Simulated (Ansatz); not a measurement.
**WSe2 (P6_3/mmc): spin-orbit coupling beyond the local functionals**

It takes space group P6_3/mmc (No. 194, hexagonal). Conventional cell: a = 3.290 Å, b = 3.290 Å, c = 12.970 Å, α = 90.00°, β = 90.00°, γ = 120.00°. Nearest to W lie 6 Se at 2.53 Å. Se has 3 W at 2.53 Å nearest. Farther neighbours and most contacts between anions are not listed.

```xyz
6
Lattice="3.2900 0.0000 0.0000 -1.6450 2.8492 0.0000 0.0000 0.0000 12.9700" Properties=species:S:1:pos:R:3 pbc="T T T"
W     0.0000    1.8995    3.2425
W     1.6450    0.9497    9.7275
Se    0.0000    1.8995    8.0544
Se    1.6450    0.9497    1.5694
Se    0.0000    1.8995   11.4006
Se    1.6450    0.9497    4.9156
```

```yaml
method: DFT, HSE06 with spin-orbit coupling, plane waves, PAW (and 1 further level or step)
program: Ansatz 0.2.0
settings_of_one_run: cutoff 420 eV, 6×6×2 k-mesh, smearing width 0.02 eV, default PAW, PAW set soft 2
cost: 2 runs, 4.5 min in all on 1 × NVIDIA H100 80GB HBM3 (shared by 6 runs) with 3 threads of AMD EPYC 7R13 (Zen 3), shared host (the runs of this entry)
notes: The database entry behind the starting cell differs from later determinations by our own check (a about 0.2 % long). The cell and positions come from the Crystallography Open Database and are kept as given unless a step says otherwise.
hse06: 1.45 eV
hse06_soc: 1.36 eV
```

Spin-orbit coupling changes the gap by −0.09 eV and the least direct gap by −0.25 eV.

[Paths, hosts, dates, memory and timing lines, banners, echoed tables and standing remarks are left out of the program output.]

[Logs are printed without paths, hosts, clocks, repeated set-up lines and the standing remarks that a program may print on its own settings, such as how far it seeks lower states.]

[Runs of the session that timed out or met a known fault of the program may be left out.]

[Cells called generated may have been cut or substituted from an entry of the Crystallography Open Database or the Materials Project.]

[Hosts, paths, dates, database ids (printed as entryN), source tags and the programs' standing remarks are cut or masked in the printed files.]
